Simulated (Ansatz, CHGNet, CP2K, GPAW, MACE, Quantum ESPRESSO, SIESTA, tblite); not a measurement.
# tblite runs on twisted Ti2CO2 MXene bilayer, 21.79° (70 atoms)

Wanted: tblite inputs and outputs for twisted Ti2CO2 MXene bilayer, 21.79° (70 atoms), checked against a plane-wave reference.

Method: the method is named at each step, in tblite 0.8.0.

### 1. Set-up

The cell holds 70 atoms: 14 C, 28 Ti and 28 O. Its edges and angles: a = 8.017 Å, b = 8.017 Å, c = 23.860 Å, α = 90.0°, β = 90.0°, γ = 120.0°. It derives from Ti2CO2 (Ti2CO2 MXene). Ti2CO2 MXene (a = 3.03 Å) under Ti2CO2 MXene (a = 3.03 Å), bilayer, commensurate cell of 7 unit cells a layer, twist 21.79 deg; facing planes 2.98 Å apart; 12 Å of vacuum; layers as built, displaced by a Gaussian of 0.01 Å. Then every atom was moved at random, 0.03 Å r.m.s. a Cartesian component. Regions: layer 1, 35 atoms (7 C, 14 Ti and 14 O); layer 2, 35 atoms (7 C, 14 Ti and 14 O). Vacuum lies along c.

The yardstick, on the same geometry:

| Item | Value |
| --- | --- |
| method | Kohn-Sham DFT, PBE, SSSP efficiency 1.3.0 pseudopotentials, plane waves (Quantum ESPRESSO 7.5); sssp-pbe-1.3.0-efficiency, cutoffs 60/480 Ry, Γ point |
| r.m.s. force component | 0.5 eV/Å |
| longest force | 1.983 eV/Å |
| gap (highest filled to lowest empty level) | 0.4847 eV |
| time | 9.5 min on 4 MPI ranks of Arm Neoverse V1, shared host |
| CPU time | 38 min |

### 2. GFN1-xTB

Method: GFN1-xTB tight binding, diagonalisation.

Input file run.py:

```python
import numpy as np
from ase.io import read
from tblite.ase import TBLite

atoms = read("structure.xyz")
atoms.calc = TBLite(method="GFN1-xTB", electronic_temperature=580, accuracy=1.0, max_iterations=250, mixer_damping=0.1, verbosity=1)
energy = atoms.get_potential_energy()
forces = atoms.get_forces()
print(f"energy {energy:.6f} eV")
print("forces (eV/A)")
for i, (a, f) in enumerate(zip(atoms, forces)):
    print(f"{i:4d} {a.symbol:2s} {f[0]:10.5f} {f[1]:10.5f} {f[2]:10.5f}")
print("charges (e)")
print(np.array2string(atoms.get_charges(), precision=4, suppress_small=True, max_line_width=110, threshold=100000))
```

Input file structure.xyz:

```xyz
70
Lattice="8.01660 0.00000 0.00000 -4.00830 6.94258 0.00000 0.00000 0.00000 23.86000" Properties=species:S:1:pos:R:3 pbc="T T T"
C 3.98950 6.93237 8.24625
Ti 0.57034 1.67129 9.53374
Ti 1.77047 0.33699 6.91248
O 1.73062 0.31533 10.41441
O 0.55599 1.71155 5.97788
C -0.59295 2.99454 8.24053
Ti 0.01924 4.62390 9.54424
Ti 1.12798 3.31765 6.90127
O 1.15299 3.34514 10.43493
O -0.02854 4.67749 5.98886
C -1.16253 5.96430 8.25962
Ti 3.46558 0.65857 9.54567
Ti 0.56709 6.26443 6.93252
O 0.64061 6.26443 10.40034
O 3.40714 0.64441 6.03682
C 2.25968 1.97718 8.16680
Ti 2.80192 3.58994 9.60842
Ti 4.02245 2.31542 6.90318
O 4.04722 2.35749 10.42658
O 2.84702 3.63972 6.02012
C 1.70866 4.93104 8.24792
Ti 2.28425 6.57018 9.53493
Ti 3.39050 5.32531 6.88385
O 3.40605 5.24436 10.41250
O 2.29215 6.59885 5.94472
C 5.14133 0.94343 8.18517
Ti 5.72878 2.65519 9.49771
Ti 6.86714 1.38373 6.93252
O 6.88907 1.28452 10.47764
O 5.69479 2.66408 5.99817
C 4.60349 3.89305 8.14700
Ti -2.84569 5.62411 9.48411
Ti -1.73062 4.28316 6.89363
O -1.71495 4.34307 10.43350
O -2.86702 5.65661 5.98361
C -1.65916 4.96290 15.66767
Ti -0.56898 6.27630 16.91292
Ti -0.01479 4.59536 14.29047
O 0.00906 4.65139 17.84895
O -0.60525 6.24777 13.37949
C 3.97499 6.90710 15.63951
Ti 1.15098 1.35096 16.98498
Ti -2.28160 6.64238 14.24800
O -2.32093 6.59760 17.86446
O 1.19744 1.32117 13.45776
C 0.57026 2.94678 15.61542
Ti 1.72525 4.29343 16.95706
Ti 2.31074 2.63547 14.30526
O 2.29363 2.66262 17.87186
O 1.71194 4.28413 13.40383
C 1.07871 5.96243 15.64047
Ti 6.25704 0.30242 16.96995
Ti 2.88517 5.56698 14.36372
O 2.81487 5.63335 17.84776
O 6.25772 0.31221 13.42268
C 2.84329 0.94037 15.60539
[... 10 atom lines left out ...]
Ti -1.15956 3.29294 16.98212
Ti -0.53475 1.63060 14.34225
O -0.56188 1.61262 17.85324
O -1.15106 3.34084 13.43413
```

On the command line:

```sh
> OMP_NUM_THREADS=1 python run.py > output.txt
```

Output:

```text
------------------------------------------------------------
  cycle        total energy    energy error   density error
------------------------------------------------------------
      1     -164.5503023708  -1.6469109E+02   1.3076780E+00
      2     -179.9146085718  -1.5364306E+01   1.0140108E+00
      3     -177.4688057379   2.4458028E+00   1.1383762E+00
      4     -193.2023611904  -1.5733555E+01   5.4057797E-01
      5      164.2436855125   3.5744605E+02   1.1638168E+00
      6     -180.6517338304  -3.4489542E+02   5.3732465E-01
      7      98.44651337994   2.7909825E+02   1.0706900E+00
      8     -191.7389735609  -2.9018549E+02   8.4133757E-01
      9     -193.8157397321  -2.0767662E+00   4.4330993E-01
     10     -194.8137013570  -9.9796162E-01   4.5262120E-01
     11     -190.8475717723   3.9661296E+00   3.6869002E-01
     12     -31.55818534165   1.5928939E+02   7.6785419E-01
     13     -184.9186156881  -1.5336043E+02   3.0654478E-01
     14     -193.7342662932  -8.8156506E+00   2.3705296E-01
     15     -194.3748373730  -6.4057108E-01   2.2359651E-01
     16     -195.4623405326  -1.0875032E+00   2.1117271E-01
     17     -197.5748513693  -2.1125108E+00   1.9857529E-01
     18     -197.7116550834  -1.3680371E-01   1.6891125E-01
     19     -197.8567345639  -1.4507948E-01   1.3350525E-01
     20     -197.8606921920  -3.9576281E-03   1.1130200E-01
     21     -197.9325516585  -7.1859466E-02   8.0126891E-02
     22     -198.0226390279  -9.0087369E-02   6.6950390E-02
     23     -198.0473440748  -2.4705047E-02   5.7252512E-02
     24     -198.0936188895  -4.6274815E-02   3.8483221E-02
[...]
39     -198.1650043541  -2.1060693E-05   2.0911919E-04
     40     -198.1650055899  -1.2357917E-06   1.6975004E-04
     41     -198.1650095289  -3.9390202E-06   9.8911384E-05
     42     -198.1650105371  -1.0082002E-06   8.2319682E-05
     43     -198.1650109866  -4.4946782E-07   7.8165960E-05
     44     -198.1650112359  -2.4934317E-07   5.4271292E-05
     45     -198.1650113149  -7.9004849E-08   2.7395573E-05
     46     -198.1650113254  -1.0471069E-08   1.6181973E-05
------------------------------------------------------------
 total:                                   4.375 sec
energy -5392.344620 eV
forces (eV/A)
   0 C    -0.09527    0.09290   -0.40170
   1 Ti   -0.13365   -0.69315    0.31655
   2 Ti   -0.05475    0.14106   -0.41529
   3 O     0.03323    0.16793   -0.66390
   4 O    -0.17053   -0.10847    1.14597
   5 C     0.01304   -0.23484   -0.17470
   6 Ti   -0.29336    0.19730    0.41272
   7 Ti    0.44988   -0.08801   -0.58805
   8 O     0.07630   -0.26910   -0.59010
   9 O     0.00548   -0.21633    1.13496
  10 C     0.08601   -0.11858   -0.32913
  11 Ti   -0.13177    0.01793    0.24729
  12 Ti    0.19647    0.21081   -0.42050
  13 O    -0.44559    0.14978   -0.51484
  14 O    -0.09460   -0.15489    0.59260
  15 C    -0.02100   -0.01698    0.81811
  16 Ti    0.49493    0.30895    0.39453
  17 Ti   -0.02403    0.39570   -0.14210
  18 O    -0.30056   -0.21154   -0.95753
  19 O    -0.17713    0.00672    0.74261
  20 C    -0.03518   -0.01270   -0.43863
  21 Ti    0.36988    0.32789    0.71743
  22 Ti    0.17587    0.25411   -0.42474
  23 O    -0.02399   -0.11229   -0.82123
[...]
62 Ti    0.33949   -0.43493   -0.42968
  63 O    -0.04991   -0.31655   -0.86855
  64 O    -0.15606   -0.26075    0.82811
  65 C    -0.04487    0.02114    0.17156
  66 Ti    0.17710    0.17540    0.21017
  67 Ti   -0.31100    0.04362   -0.24403
  68 O    -0.13716    0.17474   -0.87238
  69 O     0.02499   -0.10451    0.83524
charges (e)
[-0.4108  0.6513  0.6643 -0.4592 -0.458  -0.4171  0.662   0.6694 -0.4489 -0.4596 -0.3993  0.6581  0.6553
 -0.4511 -0.455  -0.4152  0.6911  0.6613 -0.4536 -0.4595 -0.4178  0.6684  0.6844 -0.4568 -0.4547 -0.4151
  0.6429  0.646  -0.4565 -0.4516 -0.4067  0.6515  0.6656 -0.4552 -0.4607 -0.4013  0.6376  0.6838 -0.4603
 -0.4526 -0.4064  0.6738  0.6878 -0.4541 -0.4521 -0.419   0.6786  0.6679 -0.4569 -0.4555 -0.403   0.665
  0.6364 -0.4557 -0.4603 -0.4182  0.6629  0.6481 -0.4553 -0.4561 -0.4169  0.6403  0.6352 -0.4604 -0.4497
 -0.3991  0.6728  0.6524 -0.462  -0.4567]
```

The job ended after 5.1 s (1 thread of Arm Neoverse V1, shared host; peak memory 0.12 GiB).

Banners, paths, timers and routine set-up lines are dropped from the logs unmarked, and long logs keep their key lines alone; longer cuts are marked.

Numbers from this run, and their distance from the reference:

```
r.m.s. force component                  : 0.4289 eV/Å
r.m.s. difference of force components   : 595.6 meV/Å
longest difference of force vectors     : 1990 meV/Å
force difference over r.m.s. force      : 119.1 %
slope of forces against the reference's : 0.1584
correlation of force components         : 0.1847
```

Length of the force difference by element (eV/Å):

| element | atoms | mean | most |
| --- | --- | --- | --- |
| C | 14 | 0.30 | 0.65 |
| O | 28 | 1.2 | 1.7 |
| Ti | 28 | 0.97 | 2.0 |

The surroundings of O25, which bears the longest force, nearest first, numbered as they follow in the input and with coordinates relative to it.

| atom | x | y | z | distance (Å) | bonds | Mulliken charge (e) | Fx | Fy | Fz (eV/Å) |
| --- | --- | --- | --- | --- | --- | --- | --- | --- | --- |
| O25 | 0.00 | 0.00 | 0.00 | 0.00 | 3 | -0.45 | 0.04 | -0.21 | 1.33 |
| Ti23 | 1.10 | -1.27 | 0.94 | 1.93 | 6 | 0.68 | 0.18 | 0.25 | -0.42 |
| Ti13 | -1.73 | -0.33 | 0.99 | 2.02 | 6 | 0.66 | 0.20 | 0.21 | -0.42 |
| Ti28 | 0.57 | 1.73 | 0.99 | 2.07 | 6 | 0.65 | 0.33 | -0.32 | -0.21 |
| C26 | -1.16 | 1.29 | 2.24 | 2.83 | 6 | -0.42 | 0.04 | 0.20 | 0.29 |
| C1 | 1.70 | 0.33 | 2.30 | 2.88 | 6 | -0.41 | -0.10 | 0.09 | -0.40 |
| C21 | -0.58 | -1.67 | 2.30 | 2.90 | 6 | -0.42 | -0.04 | -0.01 | -0.44 |
| O35 | 2.86 | -0.94 | 0.04 | 3.01 | 3 | -0.46 | -0.06 | -0.18 | 1.11 |
| O20 | 0.55 | -2.96 | 0.08 | 3.01 | 3 | -0.46 | -0.18 | 0.01 | 0.74 |
| O10 | -2.32 | -1.92 | 0.04 | 3.01 | 3 | -0.46 | 0.01 | -0.22 | 1.13 |
| O15 | -2.89 | 0.99 | 0.09 | 3.06 | 3 | -0.46 | -0.09 | -0.15 | 0.59 |
| O5 | 2.27 | 2.06 | 0.03 | 3.06 | 3 | -0.46 | -0.17 | -0.11 | 1.15 |
| O30 | -0.61 | 3.01 | 0.05 | 3.07 | 3 | -0.45 | 0.16 | -0.09 | 0.69 |

Atoms are counted from 1 here, from 0 in the log.

Forces lie 119 % from the reference's, at 0.0022 times its CPU time (on 1 against 4 cores).

### 3. What came out

```
force difference from the reference : tblite GFN1-xTB, 119 %
its CPU time                        : 5.1 s
```

Tight binding differs by 119 % (tblite GFN1-xTB); it is another model, with fitted parameters of its own, and the xTB methods hold dispersion. One electronic-structure run takes under half the reference's CPU time: tblite GFN1-xTB, at 119 % in 5.1 s against 38 min, too far off to be of use. Periodic xTB results under one method name differ between programs and library versions. The reference's PBE has no dispersion term, which matters for the binding between molecules or layers. The runs have no spin polarisation, so any moments at edges, vacancies or dangling bonds can't form. The electronic-structure runs sample only Γ, in a cell whose shortest periodic width is 7 Å.

[Also dropped from logs without a mark: logging warnings of Python, and SIESTA's first energy breakdown and zero terms.]

[Logs are printed without paths, hosts, clocks, repeated set-up lines and the standing remarks that a program may print on its own settings, such as how far it seeks lower states.]

[Hosts, paths, dates, database ids (printed as entryN), source tags and the programs' standing remarks are cut or masked in the printed files.]
